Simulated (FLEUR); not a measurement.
# How the volume moves the moments of Nickel, part 2 of 2

Wanted: the trend of the moments of Nickel with the volume.

FLEUR MaX-R8.1; PBE; all-electron FLAPW, Dirac cores, scalar-relativistic bands.

So far, largest spin moment in the muffin-tin sphere (μB): step 2 (factor 1, start ferro +) 0.639; step 3 (factor 1, start antiferro q=(0,1/2,1/2) +-) 0.111.

## 5. Factor 1.12, start ferro +

The farthest finished point is shown in full.

Input file inp.xml:

```
<?xml version="1.0" encoding="UTF-8" standalone="no"?>
<fleurInput fleurInputVersion="0.39">
   <comment>
      Ni
   </comment>
   <calculationSetup>
      <cutoffs Kmax="3.73" Gmax="11.2" GmaxXC="11.2" numbands="0"/>
      <scfLoop itmax="110" minDistance="0.00002" maxIterBroyd="15" imix="Anderson" alpha="0.05" precondParam="0.0" spinf="2.0" sdNocoIR="T"/>
      <coreElectrons ctail="T" frcor="F" kcrel="0" coretail_lmax="0"/>
      <xcFunctional name="pbe" relativisticCorrections="F"/>
      <magnetism jspins="2"/>
      <soc l_soc="F" theta="0.0" phi="0.0" spav="F"/>
      <expertModes spex="0" secvar="F"/>
      <geometryOptimization l_f="F" forcealpha="1.0" forcemix="BFGS" epsdisp="0.00001" epsforce="0.00001"/>
      <ldaU l_linMix="F" mixParam="0.05" spinf="1.0"/>
   </calculationSetup>
   <cell>
      <bzIntegration valenceElectrons="18.0" mode="hist" fermiSmearingEnergy="0.00183747">
         <kPointListSelection listName="default-1"/>
         <xi:include xmlns:xi="http://www.w3.org/2001/XInclude" href="kpts.xml"> </xi:include>
      </bzIntegration>
      <xi:include xmlns:xi="http://www.w3.org/2001/XInclude" href="sym.xml"> </xi:include>
      <bulkLattice scale="1.0">
         <bravaisMatrix>
            <row-1>    0.0000000000000000     3.4577592938151867     3.4577592938151867</row-1>
            <row-2>    3.4577592938151867     0.0000000000000000     3.4577592938151867</row-2>
            <row-3>    3.4577592938151867     3.4577592938151867     0.0000000000000000</row-3>
         </bravaisMatrix>
      </bulkLattice>
   </cell>
   <atomSpecies>
      <species name="Nickel (Ni1.000" element="Ni" atomicNumber="28">
         <mtSphere radius="2.2" gridPoints="727" logIncrement="0.017"/>
         <atomicCutoffs lmax="8" lnonsphr="6"/>
         <electronConfig flipSpins="F">
            <coreConfig>(1s1/2) (2s1/2) (2p1/2) (2p3/2)</coreConfig>
            <valenceConfig>(3s1/2) (3p1/2) (3p3/2) (4s1/2) (3d3/2) (3d5/2)</valenceConfig>
            <stateOccupation state="(3d3/2)" spinUp="1.6" spinDown="1.6"/>
            <stateOccupation state="(3d5/2)" spinUp="2.9" spinDown="1.9"/>
         </electronConfig>
         <energyParameters s="4" p="4" d="3" f="4"/>
         <lo type="SCLO" l="0" n="3" eDeriv="0"/>
         <lo type="SCLO" l="1" n="3" eDeriv="0"/>
      </species>
   </atomSpecies>
   <atomGroups>
      <atomGroup species="Nickel (Ni1.000">
         <relPos label="                   1">.0000000000 .0000000000 .0000000000</relPos>
         <force calculate="T" relaxXYZ="TTT"/>
      </atomGroup>
   </atomGroups>
   <output dos="F" band="F" slice="F">
      <bandDOS minEnergy="-.5*Htr" maxEnergy="0.5*Htr" sigma="0.015" storeEVData="T"/>
      <plotting iplot="0" polar="F">
         <plot TwoD="T" vec1="  1.0  0.0  0.0" vec2="  0.0  1.0  0.0" vec3="  0.0  0.0  1.0" zero="  0.0  0.0  0.0" file="plot"/>
      </plotting>
      <moessbauerParams electricFieldGradient="F" isomerShift="F" coreHyperfine="F" valenceHyperfine="F"/>
   </output>
</fleurInput>
```

Input file crystal.txt:

```
Ni
&input film=F cartesian=F /
0.00000000000  1.82976741910  1.82976741910
1.82976741910  0.00000000000  1.82976741910
1.82976741910  1.82976741910  0.00000000000
1.8897261246
1.0 1.0 1.0

1
28 0.00000000000  0.00000000000  0.00000000000 : 1.000

&kpt div1=14 div2=14 div3=14 gamma=T /
```

Run with:

```bash
$ OMP_NUM_THREADS=1 inpgen -f crystal.txt > inpgen.log  # inp.xml is then edited as shown
$ OMP_NUM_THREADS=1 mpirun -n 4 fleur_MPI > fleur.log
```

Output:

```text
[banner, memory and clock lines left out]
Welcome to FLEUR        (www.flapw.de)
      MaX-Release 8.1          (www.max-centre.eu)

 ========== k-point set info ==========
 Selected k-point list: default-1
 k-point list type: mesh
 14 x 14 x 14
 Number of k points: 104

 [... set-up left out ...]
 Iteration:     1   Distance:       9.30543707 me/bohr^3
 Iteration:     2   Distance:       8.21017193 me/bohr^3
 Iteration:     3   Distance:       6.36498685 me/bohr^3
 Iteration:     4   Distance:       1.68228635 me/bohr^3
 Iteration:     5   Distance:       1.35068712 me/bohr^3
[...]
<sumOfEigenvalues value="     -873.4960481317">
               <coreElectrons value="-856.1391906862"/>
               <valenceElectrons value="-17.3568574455"/>
            </sumOfEigenvalues>
         [... left out ...]
            <freeEnergy value="-1520.8277815533"/>
            <extrapolationTo0K value="-1520.8274718525"/>
         </totalEnergy>
         <densityConvergence units="me/bohr^3">
            <chargeDensity spin="1" distance="0.0000073768"/>
            <chargeDensity spin="2" distance="0.0000069007"/>
            <overallChargeDensity distance="0.0000084262"/>
            <spinDensity distance="0.0000115358"/>
         </densityConvergence>
      </iteration>
```

The job ended after 6.3 s (4 MPI ranks of AMD EPYC 9R14 (Zen 4), shared host; peak memory 0.2 GiB).

Spin moment in the muffin-tin sphere by atom:

```tsv
atom	spin moment in the muffin-tin sphere (μB)
Ni1	0.746
```

Read from the output:

```
free energy                                                       : -41383.8322 eV
program's band gap on this mesh (in a metal only a level spacing) : 0.003525 eV
magnetization                                                     : 0.6982 μB
final state                                                       : ferromagnetic
```

After 18 cycles the largest moment stands at 0.745 μB.

## 6. Factor 1.12, start antiferro q=(0,1/2,1/2) +-

The k list default-1 (kpts.xml, not shown) is a Γ-centred 14×7×14 mesh.

inp.xml, as its differences from that of step 5:

```diff
@@ -17,3 +17,3 @@
    <cell>
-      <bzIntegration valenceElectrons="18.0" mode="hist" fermiSmearingEnergy="0.00183747">
+      <bzIntegration valenceElectrons="36.0" mode="hist" fermiSmearingEnergy="0.00183747">
          <kPointListSelection listName="default-1"/>
@@ -24,5 +24,5 @@
          <bravaisMatrix>
-            <row-1>    0.0000000000000000     3.4577592938151867     3.4577592938151867</row-1>
-            <row-2>    3.4577592938151867     0.0000000000000000     3.4577592938151867</row-2>
-            <row-3>    3.4577592938151867     3.4577592938151867     0.0000000000000000</row-3>
+            <row-1>    0.0000000000000000     3.4577592937395978     3.4577592937962893</row-1>
+            <row-2>    6.9155185874602978    -0.0000000000377945     6.9155185875169902</row-2>
+            <row-3>    6.9155185874414009     3.4577592937773920     3.4577592937773920</row-3>
          </bravaisMatrix>
@@ -44,2 +44,15 @@
       </species>
+      <species name="Nickel (Ni-1.000" element="Ni" atomicNumber="28">
+         <mtSphere radius="2.2" gridPoints="727" logIncrement="0.017"/>
+         <atomicCutoffs lmax="8" lnonsphr="6"/>
+         <electronConfig flipSpins="F">
+            <coreConfig>(1s1/2) (2s1/2) (2p1/2) (2p3/2)</coreConfig>
+            <valenceConfig>(3s1/2) (3p1/2) (3p3/2) (4s1/2) (3d3/2) (3d5/2)</valenceConfig>
+            <stateOccupation state="(3d3/2)" spinUp="1.6" spinDown="1.6"/>
+            <stateOccupation state="(3d5/2)" spinUp="1.9" spinDown="2.9"/>
+         </electronConfig>
+         <energyParameters s="4" p="4" d="3" f="4"/>
+         <lo type="SCLO" l="0" n="3" eDeriv="0"/>
+         <lo type="SCLO" l="1" n="3" eDeriv="0"/>
+      </species>
    </atomSpecies>
@@ -48,2 +61,6 @@
          <relPos label="                   1">.0000000000 .0000000000 .0000000000</relPos>
+         <force calculate="T" relaxXYZ="TTT"/>
+      </atomGroup>
+      <atomGroup species="Nickel (Ni-1.000">
+         <relPos label="                   2">.0000000000 1.000/2.000 .0000000000</relPos>
          <force calculate="T" relaxXYZ="TTT"/>
```

Input file crystal.txt:

```
Ni
&input film=F cartesian=F /
0.00000000000  1.82976741906  1.82976741909
3.65953483811  -0.00000000002  3.65953483814
3.65953483810  1.82976741908  1.82976741908
1.8897261246
1.0 1.0 1.0

2
28 0.00000000000  0.00000000000  0.00000000000 : 1.000
28 0.00000000000  0.50000000000  0.00000000000 : -1.000

&kpt div1=14 div2=7 div3=14 gamma=T /
```

Output:

```text
[banner, memory and clock lines left out]
Welcome to FLEUR        (www.flapw.de)
      MaX-Release 8.1          (www.max-centre.eu)

 ========== k-point set info ==========
 Selected k-point list: default-1
 k-point list type: mesh
 14 x 7 x 14
 Number of k points: 372

 [... set-up left out ...]
 Iteration:     1   Distance:      16.61743010 me/bohr^3
 Iteration:     2   Distance:      16.06998256 me/bohr^3
 Iteration:     3   Distance:      13.32523275 me/bohr^3
 Iteration:     4   Distance:       4.10181165 me/bohr^3
 Iteration:     5   Distance:       3.97312408 me/bohr^3
[...]
<sumOfEigenvalues value="    -1746.9048068376">
               <coreElectrons value="-1712.2495672131"/>
               <valenceElectrons value="-34.6552396245"/>
            </sumOfEigenvalues>
         [... left out ...]
            <freeEnergy value="-3041.6512739654"/>
            <extrapolationTo0K value="-3041.6501847624"/>
         </totalEnergy>
         <densityConvergence units="me/bohr^3">
            <chargeDensity spin="1" distance="0.0000142856"/>
            <chargeDensity spin="2" distance="0.0000130162"/>
            <overallChargeDensity distance="0.0000198471"/>
            <spinDensity distance="0.0000187907"/>
         </densityConvergence>
      </iteration>
```

It took 82 s on 4 MPI ranks; peak memory 0.31 GiB; 5.4 min of CPU time.

Numbers from this step:

- free energy: -82767.5476 eV
- program's band gap on this mesh (in a metal only a level spacing): 2.84e-8 eV
- magnetization: 0 μB
- final state: antiferromagnetic
- largest moment: 0.1987 μB

After 35 cycles the largest moment stands at 0.199 μB.

## 7. Trends

In all 27 runs were made at the factors 0.88, 0.91, 0.94, 0.97, 1, 1.03, 1.06, 1.09 and 1.12, of which 26 converged. The tables hold the factors at which the parallel start converged, and CPU times count converged runs alone. Differences are of free energies.

Final states:

```tsv
volume factor	ferro +	antiferro q=(0,1/2,1/2) +-	no spin polarisation	CPU time (s)
0.88	ferromagnetic	non-magnetic	non-magnetic	445.8
0.91	ferromagnetic	non-magnetic	non-magnetic	480.1
0.94	ferromagnetic	non-magnetic	non-magnetic	584.4
0.97	ferromagnetic	-	non-magnetic	36.17
1	ferromagnetic	weak moments in the typed pattern, under 0.15 μB	non-magnetic	501
1.03	ferromagnetic	weak moments in the typed pattern, under 0.15 μB	non-magnetic	406
1.06	ferromagnetic	antiferromagnetic	non-magnetic	373.4
1.09	ferromagnetic	antiferromagnetic	non-magnetic	381.2
1.12	ferromagnetic	antiferromagnetic	non-magnetic	364.6
```

Energy over the lowest point, ferro + against volume factor:

```tsv
volume factor	energy over the lowest point, ferro + (meV a primitive cell)
0.8800	124
0.9100	64.4
0.9400	24.6
0.9700	5.37
1.0000	0
1.0300	6.92
1.0600	24.7
1.0900	50.1
1.1200	82.6
```

The largest sphere moment by volume factor:

```tsv
volume factor	ferro + (μB)	antiferro q=(0,1/2,1/2) +- (μB)
0.8800	0.572	0
0.9100	0.583	0
0.9400	0.598	0
0.9700	0.616	-
1.0000	0.639	0.111
1.0300	0.672	0.143
1.0600	0.705	0.166
1.0900	0.729	0.184
1.1200	0.745	0.199
```

Table of net moment, ferro + by volume factor:

```tsv
volume factor	net moment, ferro + (μB a primitive cell)
0.8800	0.546
0.9100	0.555
0.9400	0.566
0.9700	0.582
1.0000	0.603
1.0300	0.632
1.0600	0.662
1.0900	0.684
1.1200	0.698
```

Energy less that of the parallel start against volume factor; values in meV a seeded atom:

```tsv
volume factor	antiferro q=(0,1/2,1/2) +-	no spin polarisation
0.8800	41.4	41.4
0.9100	43.5	43.5
0.9400	45.4	45.4
0.9700	-	47.3
1.0000	49.4	49.4
1.0300	51.4	51.6
1.0600	53.8	54.3
1.0900	56.2	57.0
1.1200	58.4	59.6
```

## 8. Summary of results

```yaml
largest_moment_parallel_start: 0.572 μB at 0.88, 0.745 μB at 1.12
net_moment_parallel_start: 0.546 to 0.698 μB a primitive cell
start_antiferro_q_0_1_over_2_1_over_2_less_the_parallel_start: +41.4 meV at 0.88, +58.4 meV at 1.12, a seeded atom
spinless_run_less_the_parallel_start: +41.4 meV at 0.88, +59.6 meV at 1.12, a seeded atom
```

**Reading.** The largest moment of the parallel start goes from 0.572 μB at 0.88 to 0.745 μB at 1.12. Its energy is least at 1 of the points run. The start antiferro q=(0,1/2,1/2) +- lies over the parallel start at every point where both finished. The spinless run lies over the parallel start at every point where both finished. The opposed order is one of several, taken for its small cell; another can lie lower, so the scan does not name the ground state. Atoms were not relaxed at any point.

[Logs and program files are shortened in this print: banners, set-up blocks, solver, clock and traceback lines can be left out without a mark of their own.]

[Logs are printed without paths, hosts, clocks, repeated set-up lines and the standing remarks that a program may print on its own settings, such as how far it seeks lower states.]

[Hosts, paths, dates, database ids (printed as entryN), source tags and the programs' standing remarks are cut or masked in the printed files.]

[Where a cell is said to come from a database of computed structures, the database is the Materials Project.]
